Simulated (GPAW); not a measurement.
# Work function of Cr2C(OH)2 MXene monolayer at several levels, part 2 of 2

Aim: the work function of both faces of Cr2C(OH)2 MXene monolayer, and its spread over functionals and bases.

GPAW 26.7.0; GPAW, PAW setups; layer in a repeated cell with vacuum, relaxation of atoms and in-plane cell (the session's first sound run).

So far, upper work function (eV): step 3 (the slab's potential, PBE, GPAW) 1.70; step 4 (RPBE) 1.64; step 5 (revPBE) 1.55.

### Step 6. OptPBE vdW: xc = "optPBE-vdW"

Level of this step: GPAW, PAW setups; slab in vacuum (GPAW).

The same geometry under optPBE-vdW, to see how far the functional moves the levels against the vacuum (the van der Waals functionals take revPBE setups).

The input, run.py:

```python
import json
import numpy as np
from ase import Atoms
from gpaw import GPAW, PW

slab = Atoms(
    ['H', 'O', 'Cr', 'C', 'Cr', 'O', 'H'],
    positions=[
        [0.00000, 1.73641, 7.00000],
        [-0.00000, 1.73641, 7.97370],
        [1.50378, 0.86821, 9.19481],
        [0.00000, 0.00000, 10.26570],
        [-0.00000, 1.73641, 11.33659],
        [1.50378, 0.86821, 12.55771],
        [1.50378, 0.86821, 13.53141]],
    cell=[[3.00756, 0.0, 0.0], [-1.50378, 2.60463, 0.0], [0.0, 0.0, 20.5314]],
    pbc=[True, True, False],
    magmoms=[0.0, 0.0, 2.0, 0.0, 2.0, 0.0, 0.0])

slab.calc = GPAW(mode=PW(500), xc='optPBE-vdW', kpts={'size': (12, 12, 1), 'gamma': True},
                 occupations={'name': 'fermi-dirac', 'width': 0.05}, nbands='160%',
                 convergence={'density': 1e-05}, maxiter=200,
                 poissonsolver={'dipolelayer': 'xy'},
                 symmetry={'tolerance': 1e-3}, txt='slab.txt')
result = {}
energy = slab.get_potential_energy()
fermi = slab.calc.get_fermi_level()
v = slab.calc.get_electrostatic_potential().mean((0, 1)) - fermi
n = slab.calc.get_pseudo_density().mean((0, 1))
L = slab.cell[2, 2]
z = np.arange(len(v)) * L / len(v)
low, high = slab.positions[:, 2].min(), slab.positions[:, 2].max()
below, above = np.interp([low - 4.8, high + 4.8], z, v)
slopes = [np.interp(x, z, np.gradient(v, z)) for x in (low - 4.8, high + 4.8)]
eps = np.array([[slab.calc.get_eigenvalues(k, s) for k in range(len(slab.calc.get_ibz_k_points()))]
                for s in range(slab.calc.get_number_of_spins())]) - fermi
top, bottom = eps[eps < 0].max(), eps[eps > 0].min()
dipole = slab.get_dipole_moment()[2]
print(f'energy {energy:.4f} eV, Fermi level {fermi:.4f} eV, dipole {dipole:.5f} e A')
print(f'potential 4.8 A off the faces, from the Fermi level: lower {below:.4f} eV, upper {above:.4f} eV')
print(f'slope of the potential there: lower {slopes[0]:.5f}, upper {slopes[1]:.5f} eV/A')
print(f'nearest levels on the mesh: {top:.4f} and {bottom:.4f} eV')
print('magnetic moment', round(slab.get_magnetic_moment(), 3))
result.update(energy=energy, fermi=fermi, dipole=dipole, below=below, above=above, slopes=slopes, edges=[top, bottom],
              z=z.tolist(), v=v.tolist(), n=n.tolist(), positions=slab.positions.tolist(),
              forces=slab.get_forces(apply_constraint=False).tolist(), moments=slab.get_magnetic_moments().tolist())
json.dump(result, open('result.json', 'w'))
```

The run is started by

```console
> OMP_NUM_THREADS=1 OPENBLAS_NUM_THREADS=1 python run.py
```

The log of the run:

```text
energy -72.3079 eV, Fermi level 1.3143 eV, dipole 0.00023 e A
potential 4.8 A off the faces, from the Fermi level: lower 2.2337 eV, upper 2.2322 eV
slope of the potential there: lower -0.00666, upper 0.00666 eV/A
nearest levels on the mesh: -0.0361 and 0.0453 eV
magnetic moment 4.442
```

The job ended after 2.1 min (1 thread of Arm Neoverse V1, shared host; peak memory 0.44 GiB).

Numbers from this step:

| Item | Value |
| --- | --- |
| dipole along the normal | 2.30e-4 e·Å |
| levels nearest the Fermi level on the mesh | -0.03611, 0.04533 eV from the Fermi level |
| upper work function | 2.232 eV |
| lower work function | 2.234 eV |
| site moments | 0.003413, 0.009414, 2.148, -0.1060, 2.148, 0.009414, 0.003413 μB |
| sum of the site moments | 4.215 μB |

The upper face's work function is 2.232 eV, against 1.696 eV in the first plane-wave PBE run at this geometry.

### Step 7. Self-consistent run: xc = "LDA"

The same geometry under LDA, to see how far the functional moves the levels against the vacuum.

Changes to run.py since step 6:

```diff
@@ -19,3 +19,3 @@
 
-slab.calc = GPAW(mode=PW(500), xc='optPBE-vdW', kpts={'size': (12, 12, 1), 'gamma': True},
+slab.calc = GPAW(mode=PW(500), xc='LDA', kpts={'size': (12, 12, 1), 'gamma': True},
                  occupations={'name': 'fermi-dirac', 'width': 0.05}, nbands='160%',
```

The log of the run:

```text
energy -53.6703 eV, Fermi level 1.3767 eV, dipole 0.00024 e A
potential 4.8 A off the faces, from the Fermi level: lower 2.0057 eV, upper 2.0042 eV
slope of the potential there: lower -0.00272, upper 0.00272 eV/A
nearest levels on the mesh: -0.0104 and 0.0065 eV
magnetic moment 3.91
```

Elapsed: 2.3 min, on 1 thread; peak memory 0.28 GiB.

Numbers from this step:

| Property | Result |
| --- | --- |
| dipole along the normal | 2.38e-4 e·Å |
| levels nearest the Fermi level on the mesh | -0.01038, 0.006504 eV from the Fermi level |
| upper work function | 2.004 eV |
| lower work function | 2.006 eV |
| site moments | 0.003794, 0.01019, 1.860, -0.08796, 1.860, 0.01019, 0.003794 μB |
| sum of the site moments | 3.660 μB |

The electrostatic potential energy of an electron (without an applied field's), less the Fermi level, planar mean oscillates, so the rows of the table below give means over windows of 1 Å about each position, cut where the curve ends. Its maxima inside the range that stand out by 2 % of the span (Å: eV): 7.3: 0.396, 8.5: -4.88, 9.8: -8.59, 10.7: -8.59, 12.1: -4.88, 13.2: 0.395. Its minima: 6.9: -0.789, 8.0: -10.3, 9.2: -16.4, 10.3: -13.0, 11.3: -16.4, 12.5: -10.3, 13.6: -0.790.

Electrostatic potential energy of an electron (without an applied field's), less the Fermi level, planar mean against z; means over each step:

| z (Å) | electrostatic potential energy of an electron (without an applied field's), less the Fermi level, planar mean (eV) |
| --- | --- |
| 0 | 2.01 |
| 1 | 2.01 |
| 2 | 2.01 |
| 3 | 2.00 |
| 4 | 1.98 |
| 5 | 1.91 |
| 6 | 1.52 |
| 7 | -0.0411 |
| 8 | -6.33 |
| 9 | -12.2 |
| 10 | -10.7 |
| 11 | -12.4 |
| 12 | -8.23 |
| 13 | -3.19 |
| 14 | 0.590 |
| 15 | 1.79 |
| 16 | 1.96 |
| 17 | 1.99 |
| 18 | 2.00 |
| 19 | 2.01 |
| 20 | 2.01 |

The upper face's work function is 2.004 eV, against 1.696 eV in the first plane-wave PBE run at this geometry.

### Step 8. Self-consistent run: xc = "vdW-DF2"

The same geometry under vdW-DF2, to see how far the functional moves the levels against the vacuum (the van der Waals functionals take revPBE setups).

Changes to run.py since step 7:

```diff
@@ -19,3 +19,3 @@
 
-slab.calc = GPAW(mode=PW(500), xc='LDA', kpts={'size': (12, 12, 1), 'gamma': True},
+slab.calc = GPAW(mode=PW(500), xc='vdW-DF2', kpts={'size': (12, 12, 1), 'gamma': True},
                  occupations={'name': 'fermi-dirac', 'width': 0.05}, nbands='160%',
```

The log of the run:

```text
energy -168.1502 eV, Fermi level 0.9900 eV, dipole 0.00023 e A
potential 4.8 A off the faces, from the Fermi level: lower 2.7596 eV, upper 2.7581 eV
slope of the potential there: lower -0.01369, upper 0.01369 eV/A
nearest levels on the mesh: -0.0012 and 0.0033 eV
magnetic moment 4.324
```

Wall time 3.4 min (1 thread); peak memory 0.44 GiB.

This step gave:

```yaml
dipole_along_the_normal: 2.28e-4 e·Å
levels_nearest_the_fermi_level_on_the_mesh: -0.001209, 0.003325 eV from the Fermi level
upper_work_function: 2.758 eV
lower_work_function: 2.760 eV
site_moments: 0.003321, 0.01577, 2.090, -0.09374, 2.090, 0.01577, 0.003321 μB
sum_of_the_site_moments: 4.125 μB
```

The upper face's work function is 2.758 eV, against 1.696 eV in the first plane-wave PBE run at this geometry.

### Step 9. Real-space grid: mode = "fd"

A real-space grid is a second complete basis, so it checks the plane-wave result.

Changes to run.py since step 8:

```diff
@@ -3,3 +3,3 @@
 from ase import Atoms
-from gpaw import GPAW, PW
+from gpaw import GPAW
 
@@ -19,3 +19,3 @@
 
-slab.calc = GPAW(mode=PW(500), xc='vdW-DF2', kpts={'size': (12, 12, 1), 'gamma': True},
+slab.calc = GPAW(mode='fd', h=0.18, xc='PBE', kpts={'size': (12, 12, 1), 'gamma': True},
                  occupations={'name': 'fermi-dirac', 'width': 0.05}, nbands='160%',
```

The log of the run:

```text
energy -50.1681 eV, Fermi level -1.6401 eV, dipole -0.00000 e A
potential 4.8 A off the faces, from the Fermi level: lower 1.6399 eV, upper 1.6383 eV
slope of the potential there: lower -0.00203, upper 0.00203 eV/A
nearest levels on the mesh: -0.0029 and 0.0406 eV
magnetic moment 4.505
```

It took 9.8 min on 1 thread; peak memory 0.81 GiB.

This step gave:

| Item | Value |
| --- | --- |
| dipole along the normal | -6.02e-7 e·Å |
| levels nearest the Fermi level on the mesh | -0.002873, 0.04057 eV from the Fermi level |
| upper work function | 1.638 eV |
| lower work function | 1.640 eV |
| site moments | 0.003947, 0.009874, 2.174, -0.1095, 2.174, 0.009874, 0.003947 μB |
| sum of the site moments | 4.267 μB |

The upper face's work function is 1.638 eV, against 1.696 eV in the first plane-wave PBE run at this geometry.

### Step 10. Atomic orbitals: mode = "lcao"

Atom-centred orbitals end a few angstrom from the surface, which tests how much the density's tail matters.

Changes to run.py since step 9:

```diff
@@ -19,4 +19,4 @@
 
-slab.calc = GPAW(mode='fd', h=0.18, xc='PBE', kpts={'size': (12, 12, 1), 'gamma': True},
-                 occupations={'name': 'fermi-dirac', 'width': 0.05}, nbands='160%',
+slab.calc = GPAW(mode='lcao', basis='dzp', h=0.18, xc='PBE', kpts={'size': (12, 12, 1), 'gamma': True},
+                 occupations={'name': 'fermi-dirac', 'width': 0.05}, nbands='120%',
                  convergence={'density': 1e-05}, maxiter=200,
```

The log of the run:

```text
energy -47.3651 eV, Fermi level -0.8321 eV, dipole 0.00000 e A
potential 4.8 A off the faces, from the Fermi level: lower 0.8328 eV, upper 0.8313 eV
slope of the potential there: lower -0.00000, upper -0.00000 eV/A
nearest levels on the mesh: -0.0061 and 0.0325 eV
magnetic moment 4.494
```

Wall time 4.7 min (1 thread); peak memory 0.3 GiB.

This step gave:

| Quantity | Value |
| --- | --- |
| dipole along the normal | 5.80e-7 e·Å |
| levels nearest the Fermi level on the mesh | -0.006070, 0.03255 eV from the Fermi level |
| upper work function | 0.8313 eV |
| lower work function | 0.8328 eV |
| site moments | 0.003576, 0.009749, 2.155, -0.1152, 2.155, 0.009749, 0.003576 μB |
| sum of the site moments | 4.222 μB |

The electrostatic potential energy of an electron (without an applied field's), less the Fermi level, planar mean oscillates, so the rows of the table below give means over windows of 1 Å about each position, cut where the curve ends. Its maxima inside the range that stand out by 2 % of the span (Å: eV): 7.3: 0.0725, 8.4: -5.11, 9.8: -8.91, 10.7: -8.91, 12.1: -5.11, 13.2: 0.0712. Its minima: 7.0: -1.23, 8.0: -10.4, 9.2: -16.8, 10.3: -13.5, 11.3: -16.8, 12.6: -10.4, 13.5: -1.23.

The electrostatic potential energy of an electron (without an applied field's), less the Fermi level, planar mean by z; means over each step:

z (Å), electrostatic potential energy of an electron (without an applied field's), less the Fermi level, planar mean (eV) and a bar from the least value:
```
        0        0.8 ##############################
        1        0.8 ##############################
        2        0.8 ##############################
        3        0.8 ##############################
        4        0.8 ##############################
        5        0.8 ##############################
        6        0.7 ##############################
        7       -0.5 ###########################
        8       -6.5 ##############
        9      -12.5 
       10      -11.2 ###
       11      -12.7 
       12       -8.5 #########
       13       -3.5 #####################
       14        0.0 ############################
       15        0.8 ##############################
       16        0.8 ##############################
       17        0.8 ##############################
       18        0.8 ##############################
       19        0.8 ##############################
       20        0.8 ##############################
```

The upper face's work function is 0.8313 eV, against 1.696 eV in the first plane-wave PBE run at this geometry.

### Step 11. The ladder

Times are for 1 thread of Arm Neoverse V1, shared host. The runs compared:

| no. | run | upper work function (eV) | lower work function (eV) | time | memory (GiB) |
| --- | --- | --- | --- | --- | --- |
| 1 | pw | 1.696 | 1.698 | 1.8 min | 0.29 |
| 2 | RPBE | 1.636 | 1.638 | 1.8 min | 0.29 |
| 3 | revPBE | 1.548 | 1.549 | 1.8 min | 0.29 |
| 4 | optPBE vdW | 2.232 | 2.234 | 2.1 min | 0.44 |
| 5 | LDA | 2.004 | 2.006 | 2.3 min | 0.28 |
| 6 | vdW DF2 | 2.758 | 2.760 | 3.4 min | 0.44 |
| 7 | fd | 1.638 | 1.640 | 9.8 min | 0.81 |
| 8 | lcao | 0.8313 | 0.8328 | 4.7 min | 0.3 |

### Step 12. Side by side

Results and costs are gathered.

This step: comparison of work functions, dipole and cost (GPAW 26.7.0).

Ladder, by row:

| step | code | work function, upper (eV) | work function, lower (eV) | dipole (e Å) | wall time (s) | peak memory (GiB) | threads |
| --- | --- | --- | --- | --- | --- | --- | --- |
| pw | GPAW | 1.696 | 1.698 | 2.32e-4 | 110 | 0.29 | 1 |
| RPBE | GPAW | 1.636 | 1.638 | 2.31e-4 | 110.7 | 0.29 | 1 |
| revPBE | GPAW | 1.548 | 1.549 | 2.32e-4 | 108.7 | 0.29 | 1 |
| optPBE-vdW | GPAW | 2.232 | 2.234 | 2.30e-4 | 123.2 | 0.44 | 1 |
| LDA | GPAW | 2.004 | 2.006 | 2.38e-4 | 137.7 | 0.28 | 1 |
| vdW-DF2 | GPAW | 2.758 | 2.76 | 2.28e-4 | 202.8 | 0.44 | 1 |
| fd | GPAW | 1.638 | 1.64 | -6.02e-7 | 585.7 | 0.81 | 1 |
| lcao | GPAW | 0.8313 | 0.8328 | 5.80e-7 | 283.3 | 0.3 | 1 |

### Step 13. A changed run

One more run, with changed settings.

This step: GPAW, PAW setups; slab in vacuum (GPAW 26.7.0).

Changes to run.py since step 10:

```diff
@@ -3,3 +3,3 @@
 from ase import Atoms
-from gpaw import GPAW
+from gpaw import GPAW, PW
 
@@ -16,8 +16,8 @@
     cell=[[3.00756, 0.0, 0.0], [-1.50378, 2.60463, 0.0], [0.0, 0.0, 20.5314]],
-    pbc=[True, True, False],
+    pbc=[True, True, True],
     magmoms=[0.0, 0.0, 2.0, 0.0, 2.0, 0.0, 0.0])
 
-slab.calc = GPAW(mode='lcao', basis='dzp', h=0.18, xc='PBE', kpts={'size': (12, 12, 1), 'gamma': True},
-                 occupations={'name': 'fermi-dirac', 'width': 0.05}, nbands='120%',
-                 convergence={'density': 1e-05}, maxiter=200,
+slab.calc = GPAW(mode=PW(500), xc='PBE', kpts={'size': (12, 12, 1), 'gamma': True},
+                 occupations={'name': 'fermi-dirac', 'width': 0.05}, nbands='160%',
+                 convergence={'density': 1e-05}, maxiter=50,
                  poissonsolver={'dipolelayer': 'xy'},
```

The log of the run:

```text
AssertionError
```

It took 1.2 s on 1 thread; peak memory 0.15 GiB.

The program refused the input before any cycle.

The fault put into the input: a dipole layer in a cell that repeats along the normal (pbc_z = true).

### Step 14. Summary of results

```yaml
work_function_both_faces: 1.70 eV
dipole_along_the_normal: 2.3e-4 e Å, near the numerical noise
```

What this shows: With plane waves and PBE the work function is 1.70 eV on the upper face and 1.70 eV on the lower. Over the sound runs of the table the upper face's work function spans 0.8313 (lcao) to 2.758 eV (vdW-DF2). Atomic orbitals miss the plane-wave value by -0.86 eV, since they describe the tail of the density in the vacuum poorly. The starting lattice was a guess from atomic radii; the relaxation moved it by 6 %. The small printed dipole stands for a step of -5.4 meV from the lower to the upper face, and the probes find -1.5 meV; values this small are near the numerical noise of both. One magnetic start was tried; another order may lie lower. The layer's cell and atoms come from the relaxation; spin-orbit coupling and temperature are left out.

[Logs are printed without paths, hosts, clocks, repeated set-up lines and the standing remarks that a program may print on its own settings, such as how far it seeks lower states.]

[Hosts, paths, dates, database ids (printed as entryN), source tags and the programs' standing remarks are cut or masked in the printed files.]
